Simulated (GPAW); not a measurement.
# A Pd chain with a P atom bridging one bond: transmission at several levels, part 2 of 3

Wanted: the zero-bias transmission of a Pd chain with a P atom bridging one bond on a ladder of levels, with run times.

GPAW 26.7.0; GPAW LCAO, PAW setups; Landauer transmission from Green's functions with principal layers (ASE), zero bias.

So far, transmission at the Fermi level (one spin): step 2 (GPAW, dzp) 1.84; step 3 (basis szp(dzp)) 1.35; step 4 (basis sz(dzp)) 1.37.

## 5. revPBE in the dzp basis: xc = "revPBE"

Back in the dzp basis, the functional changes from PBE to revPBE, to set the spread between functionals beside that between bases.

Contents of run.py:

```python
import json
import numpy as np
from ase import Atoms
from ase.transport.calculators import TransportCalculator
from gpaw import GPAW, FermiDirac
from gpaw.lcao.tools import get_lcao_hamiltonian
from scipy.linalg import eigh

# The junction with lead layers at both ends, along the third cell vector
device = Atoms(
    ['Pd', 'Pd', 'Pd', 'Pd', 'Pd', 'Pd', 'Pd', 'P', 'Pd', 'Pd', 'Pd', 'Pd', 'Pd', 'Pd', 'Pd'],
    positions=[
        [4.50000, 4.50000, 1.25000],
        [4.50000, 4.50000, 3.75000],
        [4.50000, 4.50000, 6.25000],
        [4.50000, 4.50000, 8.75000],
        [4.50000, 4.50000, 11.25000],
        [4.50000, 4.50000, 13.75000],
        [4.50000, 4.50000, 16.25000],
        [6.32382, 4.50000, 17.60000],
        [4.50000, 4.50000, 18.95000],
        [4.50000, 4.50000, 21.45000],
        [4.50000, 4.50000, 23.95000],
        [4.50000, 4.50000, 26.45000],
        [4.50000, 4.50000, 28.95000],
        [4.50000, 4.50000, 31.45000],
        [4.50000, 4.50000, 33.95000]],
    cell=[[9.0, 0.0, 0.0], [0.0, 9.0, 0.0], [0.0, 0.0, 35.2]],
    pbc=True)

# One principal layer of the lead: the first 5 atoms of the device
lead = Atoms(
    ['Pd', 'Pd', 'Pd', 'Pd', 'Pd'],
    positions=[
        [4.50000, 4.50000, 1.25000],
        [4.50000, 4.50000, 3.75000],
        [4.50000, 4.50000, 6.25000],
        [4.50000, 4.50000, 8.75000],
        [4.50000, 4.50000, 11.25000]],
    cell=[[9.0, 0.0, 0.0], [0.0, 9.0, 0.0], [0.0, 0.0, 12.5]],
    pbc=True)

settings = dict(mode='lcao', basis='dzp', xc='revPBE', h=0.2,
                occupations=FermiDirac(0.1), maxiter=250,
                mixer=dict(beta=0.1, nmaxold=8, weight=100.0),
                convergence=dict(density=0.0001))
energies = np.arange(-2, 2 + 1e-9, 0.05)
eta = 0.0001
n1, n2 = 1, 1
# k and -k transmit alike, so half of the mesh across the current serves
mesh = [(i, j) for i in range(n1) for j in range(n2) if (i, j) <= (-i % n1, -j % n2)]
weights = np.array([1 if (i, j) == (-i % n1, -j % n2) else 2 for i, j in mesh]) / (n1 * n2)


def ground_state(atoms, size, txt):
    atoms.calc = GPAW(kpts={'size': size, 'gamma': True}, symmetry={'tolerance': 1e-3}, txt=txt, **settings)
    atoms.get_potential_energy()
    return atoms.calc.get_fermi_level()


def blocks(atoms, fermi, points, nz, cells):
    """H - E_F S and S between cell 0 and the cells above it, at each point across the current."""
    kz = np.arange(nz) / nz
    calc = atoms.calc.fixed_density(kpts=[(*k, z) for k in points for z in kz], symmetry='off', txt=None)
    H, S = get_lcao_hamiltonian(calc)
    H = (H - fermi * S).reshape(len(H), len(points), nz, *S.shape[1:])
    S = S.reshape(H.shape[1:])
    phases = [np.exp(-2j * np.pi * kz * R) / nz for R in cells]
    return [(np.einsum('skzij,z->ksij', H, p), np.einsum('kzij,z->kij', S, p)) for p in phases]


def pair(a, b):
    return np.block([[a, b], [b.T.conj(), a]])


def count_channels(h, s, cells, nk=240):
    """Half the number of times that the lead's bands cross each energy, unfolded to its shortest repeat."""
    b = len(h) // cells
    bands = []
    for k in (np.arange(nk + 1) + 0.5) / nk:
        hk, sk = h[:b, :b].copy(), s[:b, :b].copy()
        for R in range(1, cells):
            phase, block = np.exp(2j * np.pi * k * R), slice(R * b, (R + 1) * b)
            hk += h[:b, block] * phase + (h[:b, block] * phase).T.conj()
            sk += s[:b, block] * phase + (s[:b, block] * phase).T.conj()
        bands.append(eigh(hk, sk, eigvals_only=True))
    below = np.array(bands)[:, :, None] < energies
    return (below[1:] != below[:-1]).sum((0, 1)) / 2


fermi_lead = ground_state(lead, (1, 1, 9), 'lead.txt')
fermi_device = ground_state(device, (1, 1, 2), 'device.txt')
T, channels, eigen, tail, misfit, shifts = [], [], [], 0.0, 0.0, []
for first in range(0, len(mesh), 493):
    points = [(i / n1, j / n2) for i, j in mesh[first:first + 493]]
    (H0k, S0k), (H1k, S1k), (H2k, _) = blocks(lead, fermi_lead, points, 5, range(3))
    [(Hk, Sk)] = blocks(device, fermi_device, points, 2, [0])
    tail = max(tail, abs(H2k).max())
    for H0, S0, H1, S1, H, S in zip(H0k, S0k, H1k, S1k, Hk, Sk):
        n = len(S0)
        # Shift the lead onto the potential of the device's first layer
        shift = ((H[:, 0, 0] - H0[:, 0, 0]) / S0[0, 0]).real.mean()
        shifts.append(shift)
        misfit = max(misfit, abs(H[:, :n, :n] - H0 - shift * S0).max())
        Tk, Ck, Ek = [], [], []
        for s in range(len(H)):
            t = s % len(H0)  # a lead without moments serves both spins
            h1, s1 = pair(H0[t] + shift * S0, H1[t] + shift * S1), pair(S0, S1)
            leads = dict(h1=h1, s1=s1, energies=energies, eta=eta, eta1=eta, eta2=eta)
            calc = TransportCalculator(h=H[s], s=S, eigenchannels=3, **leads)
            Tk.append(calc.get_transmission())
            Ek.append(np.sort(calc.eigenchannels_ne, axis=0)[::-1])
            Ck.append(count_channels(h1, s1, 10))
        T.append(Tk)
        channels.append(Ck)
        eigen.append(Ek)
T, channels = np.array(T), np.array(channels)
mean, open_channels = np.einsum('kse,k->se', T, weights), np.einsum('kse,k->se', channels, weights)

print(f'basis functions: device {len(S)}, principal layer {n}')
print(f'Fermi level: lead {fermi_lead:.4f} eV, device {fermi_device:.4f} eV; lead shifted by {np.mean(shifts):.4f} eV')
print(f'largest coupling past the next layer {tail:.2e} eV, largest misfit of the first layer {misfit:.3f} eV')
print('  E-E_F (eV)   ' + 'T (one spin)  channels')
for e, t, c in zip(energies, mean.T, open_channels.T):
    print(f'{e:10.3f}  ', *[f'{x:11.4e}' for x in t], *[f'{x:9.4f}' for x in c])

kT = 8.617333e-5 * 500
fine = np.linspace(energies[0], energies[-1], 4001)
both = np.exp(np.interp(fine, energies, np.log(np.maximum(mean.sum(0) * 2 / len(mean), 1e-30))))
fermi = lambda mu: 1 / (1 + np.exp(np.clip((fine - mu) / kT, -200, 200)))
slope = fermi(0) * (1 - fermi(0)) / kT
G = np.trapezoid(both * slope, fine) / 2
seebeck = -np.trapezoid(both * slope * fine, fine) / (2 * G * 500) * 1e6
print(f'conductance at 500 K: {G:.5g} G0 a cell; thermopower {seebeck:.4g} uV/K')
bias = [0.1, 0.2, 0.5, 1.0, 1.5, 2.0]
current = [38.74 * np.trapezoid(both * (fermi(V / 2) - fermi(-V / 2)), fine) for V in bias]
for V, I in zip(bias, current):
    print(f'current from the zero-bias T(E) at {V} V: {I:.5g} uA')
zero = abs(energies).argmin()
json.dump(dict(energies=energies.tolist(), T=mean.tolist(), channels=open_channels.tolist(), G=G, seebeck=seebeck,
               bias=bias, current=current, tail=tail, misfit=misfit, shift=np.mean(shifts), n_device=len(S), n_lead=n,
               fermi=[fermi_lead, fermi_device], energy=device.get_potential_energy(),
               moments=device.get_magnetic_moments().tolist(), mesh=mesh, weights=weights.tolist(),
               T_k=T[:, :, zero].tolist(), eigen=np.array(eigen[0]).tolist()), open('result.json', 'w'))
```

The run is started by

```
OMP_NUM_THREADS=1 OPENBLAS_NUM_THREADS=1 python run.py
```

The program printed:

```text
basis functions: device 391, principal layer 135
Fermi level: lead -3.8734 eV, device -3.7815 eV; lead shifted by 0.0010 eV
largest coupling past the next layer 1.03e-04 eV, largest misfit of the first layer 0.087 eV
  E-E_F (eV)   T (one spin)  channels
    -2.000    1.9456e+00    3.0000
    -1.950    1.8780e+00    3.0000
    -1.900    1.8197e+00    3.0000
[...]
1.950    1.7413e-01    1.0000
     2.000    1.6724e-01    1.0000
conductance at 500 K: 1.6749 G0 a cell; thermopower 23 uV/K
current from the zero-bias T(E) at 0.1 V: 12.903 uA
current from the zero-bias T(E) at 0.2 V: 25.43 uA
current from the zero-bias T(E) at 0.5 V: 60.739 uA
current from the zero-bias T(E) at 1.0 V: 117.58 uA
current from the zero-bias T(E) at 1.5 V: 167.7 uA
current from the zero-bias T(E) at 2.0 V: 221.92 uA
```

Run time: 8.8 min. Hardware: 1 thread of Arm Neoverse N1, shared host; peak memory 1.5 GiB.

Numbers from this step:

| Property | Result |
| --- | --- |
| conductance | 1.675 G₀ |
| largest coupling past the next principal layer | 1.03e-4 eV |
| largest misfit of the first principal layer | 0.08651 eV |
| shift that aligns the lead | 9.90e-4 eV |
| basis functions of the junction | 391 |
| basis functions of a principal layer | 135 |
| transmission at the Fermi level (one spin) | 1.774 |

One spin. Transmission, zone mean against energy, zero at the Fermi level:

| energy (eV) | transmission, zone mean |
| --- | --- |
| -2.00 | 1.95 |
| -1.90 | 1.82 |
| -1.80 | 1.70 |
| -1.70 | 1.27 |
| -1.55 | 2.48 |
| -1.45 | 2.65 |
| -1.35 | 2.59 |
| -1.25 | 2.54 |
| -1.15 | 2.49 |
| -1.05 | 2.35 |
| -0.90 | 2.21 |
| -0.80 | 2.03 |
| -0.70 | 2.18 |
| -0.60 | 1.34 |
| -0.50 | 1.53 |
| -0.45 | 2.87 |
| -0.40 | 2.00 |
| -0.25 | 1.99 |
| -0.15 | 1.97 |
| -0.05 | 1.88 |
| 0.00 | 1.77 |
| 0.05 | 1.58 |
| 0.15 | 0.933 |
| 0.25 | 0.993 |
| 0.40 | 0.894 |
| 0.50 | 0.821 |
| 0.60 | 0.762 |
| 0.70 | 0.716 |
| 0.80 | 0.676 |
| 0.90 | 0.638 |
| 1.05 | 0.575 |
| 1.15 | 0.526 |
| 1.25 | 0.474 |
| 1.35 | 0.419 |
| 1.45 | 0.364 |
| 1.55 | 0.312 |
| 1.70 | 0.244 |
| 1.80 | 0.209 |
| 1.90 | 0.183 |
| 2.00 | 0.167 |

The conductance, 1.67 G₀, lies 3.6 % below that of the dzp run.

## 6. The ladder

Times are for 1 thread of Arm Neoverse N1, shared host. The series side by side:

```
no.         run  conductance (G₀)     time  memory (GiB)
  1         dzp             1.737    8 min           1.5
  2         szp             1.284  4.4 min           1.4
  3          sz             1.306  3.5 min           1.4
  4  dzp revPBE             1.675  8.8 min           1.5
```

## 7. The levels side by side

The curves are compared point by point over the common energies.

This step: comparison of transmission and cost over codes and levels (GPAW 26.7.0).

Ladder, by row:

```
      step  code  T at the Fermi level (sum over the listed spins)  conductance (G0)  r.m.s. T(E) from the first  wall time (s)  peak memory (GiB)  threads
       dzp  GPAW                                             1.841             1.737                           0          478.2                1.5        1
       szp  GPAW                                             1.348             1.284                      0.3832          265.5               1.41        1
        sz  GPAW                                             1.373             1.306                      0.3766          210.4               1.35        1
dzp-revPBE  GPAW                                             1.774             1.675                      0.1122          529.7                1.5        1
```

Transmission, zone mean, sum over the listed spins against energy, zero at the Fermi level:

| energy (eV) | dzp | szp | sz | dzp-revPBE |
| --- | --- | --- | --- | --- |
| -2.00 | 1.98 | 1.82 | 1.85 | 1.95 |
| -1.85 | 1.80 | 1.51 | 1.72 | 1.77 |
| -1.70 | 1.43 | 2.36 | 2.19 | 1.27 |
| -1.50 | 2.59 | 2.57 | 2.54 | 2.64 |
| -1.45 | 2.65 | 2.52 | 2.49 | 2.65 |
| -1.35 | 2.60 | 2.42 | 2.39 | 2.59 |
| -1.20 | 2.53 | 2.23 | 2.18 | 2.51 |
| -1.05 | 2.41 | 1.95 | 1.85 | 2.35 |
| -0.90 | 2.23 | 1.70 | 1.64 | 2.21 |
| -0.70 | 2.21 | 1.47 | 1.51 | 2.18 |
| -0.55 | 1.55 | 1.80 | 1.83 | 1.48 |
| -0.40 | 2.02 | 1.19 | 1.24 | 2.00 |
| -0.30 | 2.03 | 1.46 | 1.65 | 1.99 |
| -0.25 | 2.02 | 1.71 | 1.70 | 1.99 |
| -0.10 | 1.99 | 1.66 | 1.66 | 1.94 |
| 0.00 | 1.84 | 1.35 | 1.37 | 1.77 |
| 0.10 | 1.26 | 0.970 | 0.953 | 1.17 |
| 0.25 | 0.995 | 0.900 | 0.906 | 0.993 |
| 0.40 | 0.903 | 0.733 | 0.729 | 0.894 |
| 0.55 | 0.802 | 0.618 | 0.604 | 0.790 |
| 0.70 | 0.731 | 0.547 | 0.526 | 0.716 |
| 0.90 | 0.655 | 0.482 | 0.456 | 0.638 |
| 1.05 | 0.592 | 0.438 | 0.410 | 0.575 |
| 1.20 | 0.515 | 0.390 | 0.363 | 0.501 |
| 1.35 | 0.429 | 0.338 | 0.318 | 0.419 |
| 1.50 | 0.343 | 0.285 | 0.275 | 0.337 |
| 1.70 | 0.244 | 0.221 | 0.229 | 0.244 |
| 1.85 | 0.192 | 0.182 | 0.204 | 0.195 |
| 2.00 | 0.162 | 0.154 | 0.189 | 0.167 |

## 8. Mixing 0.25

Mixing changes the road to self-consistency, not its end. The mixing history changes the road to self-consistency, not its end.

This step: GPAW LCAO, PAW setups; Landauer transmission from Green's functions with principal layers (ASE), zero bias (GPAW 26.7.0).

Changes to run.py since step 5:

```diff
@@ -42,5 +42,5 @@
 
-settings = dict(mode='lcao', basis='dzp', xc='revPBE', h=0.2,
+settings = dict(mode='lcao', basis='dzp', xc='PBE', h=0.2,
                 occupations=FermiDirac(0.1), maxiter=250,
-                mixer=dict(beta=0.1, nmaxold=8, weight=100.0),
+                mixer=dict(beta=0.25, nmaxold=5, weight=100.0),
                 convergence=dict(density=0.0001))
```

The program printed:

```text
basis functions: device 391, principal layer 135
Fermi level: lead -4.0210 eV, device -3.9224 eV; lead shifted by -0.0013 eV
largest coupling past the next layer 1.07e-04 eV, largest misfit of the first layer 0.092 eV
  E-E_F (eV)   T (one spin)  channels
    -2.000    1.9815e+00    3.0000
    -1.950    1.9122e+00    3.0000
    -1.900    1.8479e+00    3.0000
    -1.850    1.7957e+00    3.0000
    -1.800    1.7381e+00    3.0000
    -1.750    1.6422e+00    3.0000
    -1.700    1.4254e+00    3.0000
    -1.650    1.1283e+00    3.0000
    -1.600    1.6523e+00    3.0000
    -1.550    2.3155e+00    3.0000
    -1.500    2.5905e+00    3.0000
    -1.450    2.6475e+00    3.0000
    -1.400    2.6342e+00    3.0000
    -1.350    2.6056e+00    3.0000
    -1.300    2.5772e+00    3.0000
    -1.250    2.5516e+00    3.0000
[...]
1.650    2.6553e-01    1.0000
     1.700    2.4364e-01    1.0000
     1.750    2.2398e-01    1.0000
     1.800    2.0668e-01    1.0000
     1.850    1.9183e-01    1.0000
     1.900    1.7949e-01    1.0000
     1.950    1.6965e-01    1.0000
     2.000    1.6232e-01    1.0000
conductance at 500 K: 1.7337 G0 a cell; thermopower 21.96 uV/K
current from the zero-bias T(E) at 0.1 V: 13.352 uA
current from the zero-bias T(E) at 0.2 V: 26.283 uA
current from the zero-bias T(E) at 0.5 V: 62.267 uA
current from the zero-bias T(E) at 1.0 V: 118.1 uA
current from the zero-bias T(E) at 1.5 V: 168.77 uA
current from the zero-bias T(E) at 2.0 V: 224.03 uA
```

Run time: 10 min. Hardware: 1 thread; peak memory 1.4 GiB.

Numbers from this step:

| Item | Value |
| --- | --- |
| conductance | 1.734 G₀ |
| largest coupling past the next principal layer | 1.07e-4 eV |
| largest misfit of the first principal layer | 0.09234 eV |
| shift that aligns the lead | -0.001298 eV |
| transmission at the Fermi level (one spin) | 1.834 |

One spin. The transmission, zone mean by energy, zero at the Fermi level:

```csv
energy (eV),"transmission, zone mean"
-2.00,1.98
-1.85,1.80
-1.70,1.43
-1.60,1.65
-1.45,2.65
-1.30,2.58
-1.15,2.51
-1.05,2.41
-0.90,2.23
-0.75,2.11
-0.60,1.38
-0.50,1.79
-0.35,2.03
-0.30,2.04
-0.20,2.02
-0.05,1.93
0.00,1.83
0.05,1.66
0.20,0.990
0.35,0.940
0.50,0.832
0.60,0.775
0.75,0.712
0.90,0.655
1.05,0.591
1.15,0.542
1.30,0.458
1.45,0.370
1.60,0.289
1.70,0.244
1.85,0.192
2.00,0.162
```

Crossings of the lead's bands, unfolded to its shortest repeat. Open channels, zone mean against energy, zero at the Fermi level:

energy (eV), open channels, zone mean and a bar from the least value:
```
    -2.00       3.00 ###############
    -1.85       3.00 ###############
    -1.70       3.00 ###############
    -1.60       3.00 ###############
    -1.45       3.00 ###############
    -1.30       3.00 ###############
    -1.15       3.00 ###############
    -1.05       3.00 ###############
    -0.90       5.00 ##############################
    -0.75       5.00 ##############################
    -0.60       5.00 ##############################
    -0.50       5.00 ##############################
    -0.35       4.00 ######################
    -0.20       4.00 ######################
    -0.05       4.00 ######################
     0.00       4.00 ######################
     0.05       4.00 ######################
     0.20       1.00 
     0.35       1.00 
     0.50       1.00 
     0.60       1.00 
     0.75       1.00 
     0.90       1.00 
     1.05       1.00 
     1.15       1.00 
     1.30       1.00 
     1.45       1.00 
     1.60       1.00 
     1.70       1.00 
     1.85       1.00 
     2.00       1.00
```

Not self-consistent under bias; the bias window is split evenly. The current through one cell, from the zero-bias transmission by bias:

```
bias (V)  current through one cell, from the zero-bias transmission (μA)
   0.100                                                            13.4
   0.200                                                            26.3
   0.500                                                            62.3
   1.000                                                             118
   1.500                                                             169
   2.000                                                             224
```

Table of transmission of the three most open eigenchannels by energy, zero at the Fermi level:

```
energy (eV)  channel 1  channel 2  channel 3
     -2.000      0.964      0.840      0.178
     -1.800      0.943      0.780     0.0148
     -1.600      0.937      0.481      0.234
     -1.400      0.958      0.951      0.725
     -1.200      0.920      0.863      0.744
     -1.000      0.850      0.834      0.616
     -0.800      0.846      0.800      0.285
     -0.600      0.732      0.551     0.0899
     -0.400      0.987      0.722      0.306
     -0.200      0.994      0.753      0.262
      0.000      0.985      0.678      0.164
      0.200      0.990     1.4e-5    4.1e-10
      0.400      0.902     1.4e-5    1.2e-11
      0.600      0.775     1.5e-5    1.2e-11
      0.800      0.693     1.5e-5    1.2e-11
      1.000      0.614     1.6e-5    1.2e-11
      1.200      0.515     1.7e-5    1.2e-11
      1.400      0.399     1.7e-5    1.2e-11
      1.600      0.289     1.8e-5    1.2e-11
      1.800      0.207     1.9e-5    1.2e-11
      2.000      0.162     2.0e-5    1.2e-11
```

The conductance equals that of the dzp run to 0.2 %.

[end of part 2 of 3]

[Logs are printed without paths, hosts, clocks, repeated set-up lines and the standing remarks that a program may print on its own settings, such as how far it seeks lower states.]

[Hosts, paths, dates, database ids (printed as entryN), source tags and the programs' standing remarks are cut or masked in the printed files.]
